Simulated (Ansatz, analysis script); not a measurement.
## YCo4B: how near to magnetism

Wanted: E(M), the field that holds each moment, and the spin susceptibility of YCo4B.

Calculated with Ansatz 0.2.0; PBEsol, PAW set soft_1 (files made for PBE).

In doubt: warnings of the run leave room for a lower electronic state (step 6), so energies may not be the lowest and differences between runs may mislead.

## Step 1: Set-up

Symmetry: P6/mmm, No. 191, hexagonal system. The conventional cell has a = 5.020 Å, b = 5.020 Å, c = 6.893 Å, α = 90.00°, β = 90.00°, γ = 120.00°. Nearest to Y lie 6 B at 2.90 Å and 12 Co at 2.92 Å. Nearest to Y lie 18 Co at 2.90 to 3.18 Å. Co has 9 Co at 2.43 to 2.90 Å and 3 Y at 2.90 Å nearest. Nearest to Co lie 2 B at 2.08 Å and 7 Co at 2.43 to 2.99 Å and 4 Y at 2.92 to 3.18 Å. B has 6 Co at 2.08 Å and 3 Y at 2.90 Å and 3 B at 2.90 Å nearest. Farther neighbours are not listed.

As a file:

```
Y Co B
1.0
     5.02000    0.00000    0.00000
    -2.51000    4.34745    0.00000
     0.00000    0.00000    6.89300
Y Co B
2 8 2
Direct
  0.00000 0.00000 0.50000
  0.00000 0.00000 0.00000
  0.33333 0.66667 0.00000
  0.66667 0.33333 0.00000
  0.50000 0.00000 0.28300
  0.50000 0.50000 0.28300
  0.00000 0.50000 0.28300
  0.00000 0.50000 0.71700
  0.50000 0.50000 0.71700
  0.50000 0.00000 0.71700
  0.33333 0.66667 0.50000
  0.66667 0.33333 0.50000
```

The cell of this run holds 12 atoms, 8 of them with a starting moment; values «a cell» refer to the cell of the run in question.

## Step 2: Starting state

First a free collinear run, to see which state the typed moments lead to.

File input.yaml:

```yaml
crystal:
  lattice:
    - [5.02, 0.0, 0.0]
    - [-2.51, 4.347447527, 0.0]
    - [0.0, 0.0, 6.893]
  atoms:
    - { symbol: "Y", position: [0.0, 0.0, 0.5] }
    - { symbol: "Y", position: [0.0, 0.0, 0.0] }
    - { symbol: Co, position: [0.3333333333, 0.6666666667, 0.0], spin: 2.0 }
    - { symbol: Co, position: [0.6666666667, 0.3333333333, 0.0], spin: 2.0 }
    - { symbol: Co, position: [0.5, 0.0, 0.283], spin: 2.0 }
    - { symbol: Co, position: [0.5, 0.5, 0.283], spin: 2.0 }
    - { symbol: Co, position: [0.0, 0.5, 0.283], spin: 2.0 }
    - { symbol: Co, position: [0.0, 0.5, 0.717], spin: 2.0 }
    - { symbol: Co, position: [0.5, 0.5, 0.717], spin: 2.0 }
    - { symbol: Co, position: [0.5, 0.0, 0.717], spin: 2.0 }
    - { symbol: B, position: [0.3333333333, 0.6666666667, 0.5] }
    - { symbol: B, position: [0.6666666667, 0.3333333333, 0.5] }
magnetization:
  spin_polarized: true
kpoints:
  mp_grid: { grid: [8, 8, 6] }
hamiltonian:
  xc: pbesol
  pseudopotentials: { kind: paw, azcp: { folder: soft_1 }, xc_functional: pbe }
scf:
  occupations: { method: fermi_dirac, width: 0.05 }
  max_iter: 120
  convergence: { dr2_threshold: 1.0e-08 }
  lower_state_search: "off"
output:
  write_density: true
  write_potential: true
  elf: true
  volumetric_format: npy
```

Launch:

```sh
$ ansatz run input.yaml --threads 1 --pin off --max-ram 2048MiB --backend cpu --events-out ev --progress --plain --runs-dir out
```

Numbers of over 12 decimals in the logs are rounded to 6 here.

Output:

```text
Engine: ansatz 0.2.0, aarch64-unknown-linux-gnu
Pseudopotentials: kind: paw
Pseudopotential: Y, paw, valence charge 11, recommended cutoff 420 eV (normal), soft_1/Y.paw.azcp
Pseudopotential: Co, paw, valence charge 17, recommended cutoff 420 eV (normal), soft_1/Co.paw.azcp
Pseudopotential: B, paw, valence charge 3, recommended cutoff 420 eV (normal), soft_1/B.paw.azcp
Functional definition: PBEsol
  exchange = pbesol_x
  correlation = pbesol_c
Crystal: 12 atoms, lattice volume = 150.434 Å³
Basis set: ecut = 420 eV, 2957 PW (Γ)
Bands: 108, of which v1, the nominal top of the filled ones, is band 82 counted from 1 (81 counted from 0)
Symmetry: 24 space group operations
Space group: P6/mmm (ITA 191), of the structure as read, at distance tolerance 5.3e-5 Å
Magnetic group: BNS 191.233 (UNI 1463), of the structure as read, at distance tolerance 5.3e-5 Å
k-points: 40 of 384
Non-local potential: Y, projectors of the file, l = 0: 3, l = 1: 2, l = 2: 2, l = 3: 1
Non-local potential: Co, projectors of the file, l = 0: 3, l = 1: 2, l = 2: 3, l = 3: 1
Non-local potential: B, projectors of the file, l = 0: 2, l = 1: 2, l = 2: 1
PAW form: soft (Blöchl's): semilocal exchange-correlation on the pseudo side does not see the compensation charge
PAW frozen core: Y, regenerated for the run's functional, and the local potential with it (the file was generated under x = pbe(κ = 0.804, μ = 0.219515), c = pbe(β = 0.066725))
PAW frozen core: Co, regenerated for the run's functional, and the local potential with it (the file was generated under x = pbe(κ = 0.804, μ = 0.219515), c = pbe(β = 0.066725))
PAW frozen core: B, regenerated for the run's functional, and the local potential with it (the file was generated under x = pbe(κ = 0.804, μ = 0.219515), c = pbe(β = 0.066725))
PAW one-centre angular grid: Y, 590 points (default); XC on 64 Gauss nodes
PAW one-centre angular grid: Co, 590 points (default); XC on 64 Gauss nodes
PAW one-centre angular grid: B, 110 points (default); XC on 64 Gauss nodes
Initial density: superposition of atomic densities (chi_scale 0.1, normalization cell, long waves kept (reshape's long-wave potential 0.00 eV rms))
Starting moments: Σ|m| = 16 μB on 8 of 12 sites
Initial wavefunctions: pseudopotential atomic-orbital guess
Functional: x = pbesol(κ = 0.804, μ = 0.123457), c = pbesol(β = 0.046)
SCF iter   1: F=—  HF=-48644.367968 eV  |F-HF|=—  |Δ(HF+E_count)|=         —  Δρ=9.22e-2 (↑9.22e-2 ↓6.74e-2)  dr2=2.51e1  dr2_m=3.31e0  M=11.177 μB ∫|m|=12.593 μB  β_m=0.30  ethr=3.10e-3  ⟨swp⟩=4.7  Hψ=25602  notcnv=0  defer=285
preconditioner: auto → Kerker (q_TF=auto, 2.768 Å⁻¹)  [metal: Δε(μ)=0.008 eV  Ē_g=8.898 eV  σ=0.050 eV  W_gap=0.04  n_scr=54 (ndim 8)  ℏωp=29.7 eV  f_vac=0.000  D(μ)=12.87/eV (n_scr^D=170)]
spin=Collinear: Kerker preconditioning applied to the charge; magnetization (m = ρ↑ − ρ↓) channel mixes plain (no charge-response kernel on spin).
SCF iter   2: F=—  HF=-48642.757414 eV  |F-HF|=—  |Δ(HF+E_count)|=    1.61e0  Δρ=9.33e-2 (↑4.31e-2 ↓9.33e-2)  dr2=1.50e1  dr2_m=3.17e0  M=9.227 μB ∫|m|=10.984 μB  β_m=0.30  ethr=3.10e-3  ⟨swp⟩=3.0  Hψ=17791  notcnv=0  defer=909
SCF iter   3: F=—  HF=-48643.478216 eV  |F-HF|=—  |Δ(HF+E_count)|=   7.21e-1  Δρ=1.33e-1 (↑2.66e-2 ↓1.33e-1)  dr2=3.39e1  dr2_m=6.15e0  M=9.114 μB ∫|m|=11.016 μB  β_m=0.30  ethr=3.10e-3  ⟨swp⟩=2.9  Hψ=13532  notcnv=0  defer=1007
SCF iter   4: F=—  HF=-48642.945826 eV  |F-HF|=—  |Δ(HF+E_count)|=   5.32e-1  Δρ=5.48e-2 (↑2.31e-2 ↓5.48e-2)  dr2=5.31e0  dr2_m=1.75e0  M=8.786 μB ∫|m|=10.745 μB  β_m=0.30  ethr=3.10e-3  ⟨swp⟩=2.0  Hψ=9432  notcnv=0  defer=1010
SCF iter   5: F=—  HF=-48643.922654 eV  |F-HF|=—  |Δ(HF+E_count)|=   9.77e-1  Δρ=1.12e-1 (↑3.69e-2 ↓1.12e-1)  dr2=2.86e1  dr2_m=3.29e0  M=8.176 μB ∫|m|=10.245 μB  β_m=0.30  ethr=3.10e-3  ⟨swp⟩=3.0  Hψ=12757  notcnv=0  defer=995
SCF iter   6: F=—  HF=-48643.101549 eV  |F-HF|=—  |Δ(HF+E_count)|=   8.21e-1  Δρ=3.26e-2 (↑2.29e-2 ↓3.26e-2)  dr2=2.79e0  dr2_m=5.34e-1  M=7.992 μB ∫|m|=10.159 μB  β_m=0.30  ethr=3.10e-3  ⟨swp⟩=2.0  Hψ=9851  notcnv=0  defer=986
SCF iter   7: F=—  HF=-48643.030537 eV  |F-HF|=—  |Δ(HF+E_count)|=   7.10e-2  Δρ=2.02e-2 (↑1.88e-2 ↓2.02e-2)  dr2=5.54e-2  dr2_m=5.05e-1  M=8.013 μB ∫|m|=10.176 μB  β_m=0.30  ethr=1.70e-3  ⟨swp⟩=1.8  Hψ=9611  notcnv=0  defer=994
SCF iter   8: F=—  HF=-48643.093693 eV  |F-HF|=—  |Δ(HF+E_count)|=   6.32e-2  Δρ=3.46e-2 (↑1.33e-2 ↓3.46e-2)  dr2=1.23e0  dr2_m=6.81e-1  M=7.946 μB ∫|m|=10.107 μB  β_m=0.30  ethr=3.38e-5  ⟨swp⟩=2.0  Hψ=11679  notcnv=0  defer=1020
SCF iter   9: F=—  HF=-48643.102494 eV  |F-HF|=—  |Δ(HF+E_count)|=   8.80e-3  Δρ=1.61e-2 (↑1.20e-2 ↓1.61e-2)  dr2=1.35e-1  dr2_m=2.49e-1  M=7.820 μB ∫|m|=9.981 μB  β_m=0.30  ethr=3.38e-5  ⟨swp⟩=2.0  Hψ=11302  notcnv=0  defer=1020
SCF iter  10: F=—  HF=-48643.120427 eV  |F-HF|=—  |Δ(HF+E_count)|=   1.79e-2  Δρ=1.71e-2 (↑9.49e-3 ↓1.71e-2)  dr2=2.55e-1  dr2_m=2.13e-1  M=7.744 μB ∫|m|=9.893 μB  β_m=0.30  ethr=3.38e-5  ⟨swp⟩=1.0  Hψ=7851  notcnv=0  defer=1020
[...]
spin-set hold released at iteration 12 (site moments contracting): the magnetisation degrees of freedom join the quasi-Newton model from the next iteration; the mixer history was flushed
[...]
SCF iter  17: F=—  HF=-48643.147455 eV  |F-HF|=—  |Δ(HF+E_count)|=   7.08e-4  Δρ=1.18e-3 (↑2.88e-4 ↓1.18e-3)  dr2=3.26e-3  dr2_m=5.35e-4  M=7.313 μB ∫|m|=9.239 μB  β_m=0.43  ethr=1.45e-7  ⟨swp⟩=2.1  Hψ=13512  notcnv=0  defer=1009
SCF iter  18: F=—  HF=-48643.147554 eV  |F-HF|=—  |Δ(HF+E_count)|=   9.87e-5  Δρ=7.93e-4 (↑1.44e-4 ↓7.93e-4)  dr2=1.55e-3  dr2_m=2.04e-4  M=7.313 μB ∫|m|=9.224 μB  β_m=0.45  ethr=1.45e-7  ⟨swp⟩=2.0  Hψ=10531  notcnv=0  defer=1009
SCF iter  19: F=—  HF=-48643.147578 eV  |F-HF|=—  |Δ(HF+E_count)|=   2.37e-5  Δρ=4.20e-4 (↑1.60e-4 ↓4.20e-4)  dr2=3.34e-4  dr2_m=4.99e-5  M=7.311 μB ∫|m|=9.208 μB  β_m=0.73  ethr=1.45e-7  ⟨swp⟩=1.7  Hψ=9562  notcnv=0  defer=1009
SCF iter  20: F=—  HF=-48643.147585 eV  |F-HF|=—  |Δ(HF+E_count)|=   7.05e-6  Δρ=4.54e-4 (↑9.53e-5 ↓4.54e-4)  dr2=4.11e-4  dr2_m=5.39e-5  M=7.310 μB ∫|m|=9.204 μB  β_m=0.86  ethr=1.45e-7  ⟨swp⟩=1.0  Hψ=7606  notcnv=0  defer=1009
SCF iter  21: F=—  HF=-48643.147572 eV  |F-HF|=—  |Δ(HF+E_count)|=   1.26e-5  Δρ=6.96e-5 (↑3.05e-5 ↓6.96e-5)  dr2=1.35e-5  dr2_m=5.69e-7  M=7.310 μB ∫|m|=9.200 μB  β_m=0.88  ethr=1.45e-7  ⟨swp⟩=1.0  Hψ=7606  notcnv=0  defer=1009
SCF iter  22: F=—  HF=-48643.147556 eV  |F-HF|=—  |Δ(HF+E_count)|=   1.61e-5  Δρ=4.60e-5 (↑1.84e-5 ↓4.60e-5)  dr2=5.92e-6  dr2_m=3.15e-7  M=7.310 μB ∫|m|=9.199 μB  β_m=0.75  ethr=8.22e-9  ⟨swp⟩=1.2  Hψ=7733  notcnv=0  defer=1011
SCF iter  23: F=—  HF=-48643.147556 eV  |F-HF|=—  |Δ(HF+E_count)|=   2.15e-7  Δρ=1.02e-5 (↑9.74e-7 ↓1.02e-5)  dr2=1.58e-7  dr2_m=4.01e-8  M=7.310 μB ∫|m|=9.199 μB  β_m=0.75  ethr=3.61e-9  ⟨swp⟩=1.0  Hψ=7606  notcnv=0  defer=1011
SCF iter  24: F=—  HF=-48643.147556 eV  |F-HF|=—  |Δ(HF+E_count)|=   4.48e-9  Δρ=1.08e-5 (↑2.24e-6 ↓1.08e-5)  dr2=2.57e-7  dr2_m=2.91e-8  M=7.310 μB ∫|m|=9.199 μB  β_m=0.75  ethr=9.66e-11  ⟨swp⟩=1.3  Hψ=7705  notcnv=0  defer=1011
SCF iter  25: F=—  HF=-48643.147556 eV  |F-HF|=—  |Δ(HF+E_count)|=   4.13e-9  Δρ=1.97e-6 (↑1.46e-6 ↓1.97e-6)  dr2=1.15e-8  dr2_m=2.97e-10  M=7.310 μB ∫|m|=9.199 μB  β_m=0.60  ethr=9.66e-11  ⟨swp⟩=1.0  Hψ=7606  notcnv=0  defer=1011
SCF iter  26: F=-48643.147556 eV  HF=-48643.147556 eV  |F-HF|=2.55e-10  |Δ(HF+E_count)|=   1.22e-9  Δρ=2.66e-7 (↑2.66e-7 ↓2.63e-7)  dr2=3.29e-10  dr2_m=1.33e-11  M=7.310 μB ∫|m|=9.199 μB  ethr=6.10e-12  ⟨swp⟩=8.0  Hψ=25040  notcnv=0
SCF 1 converged in 26 iterations: F = -48643.147556 eV  dr2 = 3.29e-10
  greatest PAW one-centre occupation: 1.001 electrons in one spin orbital (limit 2), on the Co atom at site 3 (counted from 0), in its partial waves of l = 1
SCF converged after 26 iterations
Magnetization: 7.3096 μB (85.6548 up, 78.3452 down)
Absolute magnetization: 9.2038 μB (∫|ρ↑−ρ↓|, with the PAW one-centre terms)
Spin contamination: 0.2815 ħ² per cell (⟨S²⟩ above its minimum at these occupations)
Per-site moments (μB) at R_I (Å): [(-0.117284, 1.195548), (-0.115447, 1.195548), (1.621201, 1.002412), (1.621201, 1.002412), (0.810398, 0.859089), (0.810398, 0.859089), (0.810398, 0.859089), (0.810398, 0.859089), (0.810398, 0.859089), (0.810398, 0.859089), (-0.046313, 0.859089), (-0.046313, 0.859089)]
Free energy (F): -48643.147556 eV
Harris-Foulkes:  -48643.147556 eV  (|F-HF|=2.55e-10)
Internal energy: -48643.020448 eV  (E = F + TS)
E sigma→0 (E₀):  -48643.084002 eV
Entropy (-TS):   -0.127108 eV (-10.592 meV/atom)
Fermi energy:    15.616650 eV
--- Per-component energies (eV) ---
  E_band       = -2373.516246
  E_kinetic    = 3071.195800
  E_local      = -27335.101079  (includes V_loc(G=0)·N_el)
  E_nonlocal   = 3557.436155
  E_hartree    = 12139.864583
  E_xc         = -1157.054592
  E_vxc        = -1439.519821  (∫ρ·V_xc dr)
  E_paw        = -17984.187753  (= ΣΔE_a)
  E_vpaw       = -4507.259144  (= ΣTr[D̂ρ^β])
  E_aug_tail   = -0.000013  (compensation charges beyond the density's cutoff)
  E_ewald      = -20937.007875
  E_core_change = 1.834325  (= ΣΔE_core)
  E_smearing   = -0.127108  (= −TS)
  E_closure    = 0.000000  (closes the sum)
  Σ components = -48643.147556   (vs F -48643.147556, Δ=0.00e0)
--- Band table (eV; the first three rows and the last of 80) ---
  k-point 0 ↑: bands = [... 78 lower, 14.8293, 14.8662, 15.0947, 15.0947, 15.1425, 15.2139, 15.2139, 15.6581, ... 22 higher]
  k-point 1 ↑: bands = [... 78 lower, 14.7910, 14.7910, 14.8188, 14.8188, 15.3140, 15.6392, 15.6392, 15.6581, ... 22 higher]
  k-point 2 ↑: bands = [... 78 lower, 14.7430, 14.7528, 14.7631, 14.7631, 15.4711, 15.6583, 15.6642, 16.0868, ... 22 higher]
  k-point 39 ↓: bands = [... 78 lower, 15.6404, 15.6675, 15.6700, 15.8009, 15.8483, 15.9843, 15.9969, 16.1556, ... 22 higher]
```

Elapsed: 3.2 min, on 1 thread of Arm Neoverse V1, shared host; peak memory 1 GiB.

Spin moment in the atom's sphere by atom:

```
atom  spin moment in the atom's sphere (μB)
  Y1                                  -0.12
  Y2                                  -0.12
 Co3                                   1.62
 Co4                                   1.62
 Co5                                   0.81
 Co6                                   0.81
 Co7                                   0.81
 Co8                                   0.81
 Co9                                   0.81
Co10                                   0.81
 B11                                  -0.05
 B12                                  -0.05
```

Tables count atoms from 1; parts of the log count from 0.

The run ends ferromagnetic on the main sites, with smaller opposed moments on others, with a net moment of 7.31 μB a cell. Only this order was typed.

Spin density in the ac plane at fractional y = 0.000, with atoms of Y and Co within 0.2 Å of it.

Ten even steps from '0' (0.0 e/Å³) to '9' (2.4 e/Å³), each cell a mean:
```
00000000000000
00000000000000
00000000000000
00000001000000
00000047100000
00000058200000
00000011000000
00000000000000
00000000000000
00000000000000
00000000000000
00000000000000
00000035100000
00000059200000
00000023100000
00000000000000
00000000000000
00000000000000
00000000000000
```
Columns run along a (5.0 Å), rows up along c (6.9 Å). Atoms in or near the plane, at fractional coordinates: Y at (0.00, 0.50), Y at (0.00, 0.00), Co at (0.50, 0.28), Co at (0.50, 0.72).

Valence density in the ac plane at fractional y = 0.000, with atoms of Y and Co within 0.2 Å of it. It is the smooth field of the valence electrons, not physical close to the nuclei.

Ten steps, logarithmic in the rise over the least value, from '_' (0 e/Å³) to '@' (41 e/Å³), each cell a mean:
```
====::________________..--==
----..__________________::--
....________......________..
__________::==++--..________
________..==%%@@**::________
________..==%%@@##::________
....____..::++**==..______..
==--..____....::..______::--
====::________________..--==
====--________________..--==
====::______......____..--==
::::..____..--==::..____..::
________..==##%%**::________
________..==%%@@##--________
________..--**##++::________
__________..::--::__________
--::..________..________..::
====::________________..--==
====--________________..====
```
Columns run along a (5.0 Å), rows up along c (6.9 Å). Atoms in or near the plane, at fractional coordinates: Y at (0.00, 0.50), Y at (0.00, 0.00), Co at (0.50, 0.28), Co at (0.50, 0.72).

ELF in the ac plane at fractional y = 0.000, with atoms of Y and Co within 0.2 Å of it. It is the smooth field of the valence electrons, not physical close to the nuclei.

Ten even steps from '0' (0.07) to '9' (0.84), each cell a mean:
```
79711333320499
99402333331169
53012211122014
00121133212200
00231367422310
00122368422200
53112234222114
99401111111179
79711222220398
59811233320497
99611111110289
86211122211147
10122256422100
00231368522310
00221245312210
21012111112101
86202222231048
99611333331289
59811333320497
```
Columns run along a (5.0 Å), rows up along c (6.9 Å). Atoms in or near the plane, at fractional coordinates: Y at (0.00, 0.50), Y at (0.00, 0.00), Co at (0.50, 0.28), Co at (0.50, 0.72).

## Step 3: Denser mesh

Levels at the Fermi energy are partly filled, so moments and energy differences can hang on the k-mesh, and the state is solved again on a denser one.

input.yaml, the sections that differ from step 2:

```yaml
crystal:
  lattice:
    - [5.02, 0.0, 0.0]
    - [-2.51, 4.347447527, 0.0]
    - [0.0, 0.0, 6.893]
  atoms:
    - { symbol: "Y", position: [0.0, 0.0, 0.5] }
    - { symbol: "Y", position: [0.0, 0.0, 0.0] }
    - { symbol: Co, position: [0.3333333333, 0.6666666667, 0.0], spin: 1.62 }
    - { symbol: Co, position: [0.6666666667, 0.3333333333, 0.0], spin: 1.62 }
    - { symbol: Co, position: [0.5, 0.0, 0.283], spin: 0.81 }
    - { symbol: Co, position: [0.5, 0.5, 0.283], spin: 0.81 }
    - { symbol: Co, position: [0.0, 0.5, 0.283], spin: 0.81 }
    - { symbol: Co, position: [0.0, 0.5, 0.717], spin: 0.81 }
    - { symbol: Co, position: [0.5, 0.5, 0.717], spin: 0.81 }
    - { symbol: Co, position: [0.5, 0.0, 0.717], spin: 0.81 }
    - { symbol: B, position: [0.3333333333, 0.6666666667, 0.5] }
    - { symbol: B, position: [0.6666666667, 0.3333333333, 0.5] }
kpoints:
  mp_grid: { grid: [9, 9, 6] }
basis:
  ecutwfc: 420.0
checkpoint:
  read: start
  write: ck
  compress: false
  write_wavefunctions: false
  write_every: 100000
# magnetization, hamiltonian, scf: as in step 2
# output: removed
```

Launch:

```sh
$ ansatz run input.yaml --threads 4 --pin off --max-ram 8192MiB --backend cpu --events-out ev --progress --plain --runs-dir out
```

Output:

```text
[...]
Free energy (F): -48643.147648 eV
[...]
Internal energy: -48643.019803 eV  (E = F + TS)
E sigma→0 (E₀):  -48643.083725 eV
Entropy (-TS):   -0.127845 eV (-10.654 meV/atom)
Fermi energy:    15.616212 eV
[...]
[key lines of the parts left out:]
SCF converged after 11 iterations
Magnetization: 7.3457 μB (85.6728 up, 78.3272 down)
```

It took 29 s on 4 threads; peak memory 1.3 GiB.

Spin moment in the atom's sphere by atom:

```
atom  spin moment in the atom's sphere (μB)
  Y1                                  -0.12
  Y2                                  -0.12
 Co3                                   1.62
 Co4                                   1.62
 Co5                                   0.82
 Co6                                   0.82
 Co7                                   0.82
 Co8                                   0.82
 Co9                                   0.82
Co10                                   0.82
 B11                                  -0.05
 B12                                  -0.05
```

The run ends ferromagnetic on the main sites, with smaller opposed moments on others, with a net moment of 7.35 μB a cell, against 7.31 μB on the first mesh.

## Step 4: Without spin

The state without spin is the zero of E(M).

File input.yaml:

```yaml
crystal:
  lattice:
    - [5.02, 0.0, 0.0]
    - [-2.51, 4.347447527, 0.0]
    - [0.0, 0.0, 6.893]
  atoms:
    - { symbol: "Y", position: [0.0, 0.0, 0.5] }
    - { symbol: "Y", position: [0.0, 0.0, 0.0] }
    - { symbol: Co, position: [0.3333333333, 0.6666666667, 0.0] }
    - { symbol: Co, position: [0.6666666667, 0.3333333333, 0.0] }
    - { symbol: Co, position: [0.5, 0.0, 0.283] }
    - { symbol: Co, position: [0.5, 0.5, 0.283] }
    - { symbol: Co, position: [0.0, 0.5, 0.283] }
    - { symbol: Co, position: [0.0, 0.5, 0.717] }
    - { symbol: Co, position: [0.5, 0.5, 0.717] }
    - { symbol: Co, position: [0.5, 0.0, 0.717] }
    - { symbol: B, position: [0.3333333333, 0.6666666667, 0.5] }
    - { symbol: B, position: [0.6666666667, 0.3333333333, 0.5] }
kpoints:
  mp_grid: { grid: [9, 9, 6] }
hamiltonian:
  xc: pbesol
  pseudopotentials: { kind: paw, azcp: { folder: soft_1 }, xc_functional: pbe }
scf:
  occupations: { method: fermi_dirac, width: 0.05 }
  max_iter: 120
  convergence: { dr2_threshold: 1.0e-08 }
basis:
  ecutwfc: 420.0
```

Launch:

```sh
$ ansatz run input.yaml --threads 1 --pin off --max-ram 2048MiB --backend cpu --events-out ev --progress --plain --runs-dir out
```

Output:

```text
[...]
Crystal: 12 atoms, lattice volume = 150.434 Å³
Basis set: ecut = 420 eV, 2957 PW (Γ)
Bands: 98, of which v1, the nominal top of the filled ones, is band 82 counted from 1 (81 counted from 0)
Symmetry: 24 space group operations
[...]
k-points: 48 of 486
[...]
SCF iter   1: F=—  HF=-48643.749047 eV  |F-HF|=—  |Δ(HF+E_count)|=         —  Δρ=8.53e-2  dr2=7.94e0  ethr=3.10e-3  ⟨swp⟩=5.5  Hψ=15033  notcnv=0  defer=18
[...]
SCF iter  12: F=-48642.657734 eV  HF=-48642.657734 eV  |F-HF|=1.18e-9  |Δ(HF+E_count)|=   2.07e-9  Δρ=8.78e-7  dr2=1.41e-9  ethr=6.10e-12  ⟨swp⟩=2.1  Hψ=8964  notcnv=0
SCF 1 converged in 12 iterations: F = -48642.657734 eV  dr2 = 1.41e-9
[...]
SCF converged after 12 iterations
Free energy (F): -48642.657734 eV
[...]
Internal energy: -48642.503286 eV  (E = F + TS)
E sigma→0 (E₀):  -48642.580510 eV
Entropy (-TS):   -0.154449 eV (-12.871 meV/atom)
Fermi energy:    15.461191 eV
[...]
```

Elapsed: 52 s, on 1 thread; peak memory 0.74 GiB.

The free collinear run lies 490 meV below it.

## Step 5: Without spin, levels printed

Changes to input.yaml since step 4:

```diff
@@ -29 +29,3 @@
   ecutwfc: 420.0
+output:
+  eigenvalues: true
```

Output:

```text
[...]
Crystal: 12 atoms, lattice volume = 150.434 Å³
Basis set: ecut = 420 eV, 2957 PW (Γ)
Bands: 99, of which v1, the nominal top of the filled ones, is band 82 counted from 1 (81 counted from 0)
Symmetry: 24 space group operations
[...]
k-points: 48 of 486
[...]
--- Band table (eV; the first three rows and the last of 48) ---
  k-point 0: bands = [... 78 lower, 15.0944, 15.1418, 15.5203, 15.5203, 15.7883, 15.7883, 15.9583, 16.0472, ... 13 higher]
  k-point 1: bands = [... 78 lower, 15.1456, 15.1456, 15.3797, 15.3797, 16.0446, 16.0472, 16.0537, 16.0645, ... 13 higher]
  k-point 2: bands = [... 78 lower, 15.1362, 15.1362, 15.2885, 15.2885, 16.0474, 16.0536, 16.1738, 16.2722, ... 13 higher]
  k-point 47: bands = [... 78 lower, 15.0956, 15.1730, 15.2470, 15.3509, 15.3509, 15.4515, 15.4785, 15.6041, ... 13 higher]
[key lines of the parts left out:]
SCF converged after 12 iterations
Free energy (F): -48642.657734 eV
Fermi energy:    15.461192 eV
```

Run time: 50 s. Hardware: 1 thread; peak memory 0.74 GiB.

(Part 1 of 2 ends here.)

[Logs and program files are shortened in this print: banners, set-up blocks, solver, clock and traceback lines can be left out without a mark of their own.]

[Logs are printed without paths, hosts, clocks, repeated set-up lines and the standing remarks that a program may print on its own settings, such as how far it seeks lower states.]

[Hosts, paths, dates, database ids (printed as entryN), source tags and the programs' standing remarks are cut or masked in the printed files.]
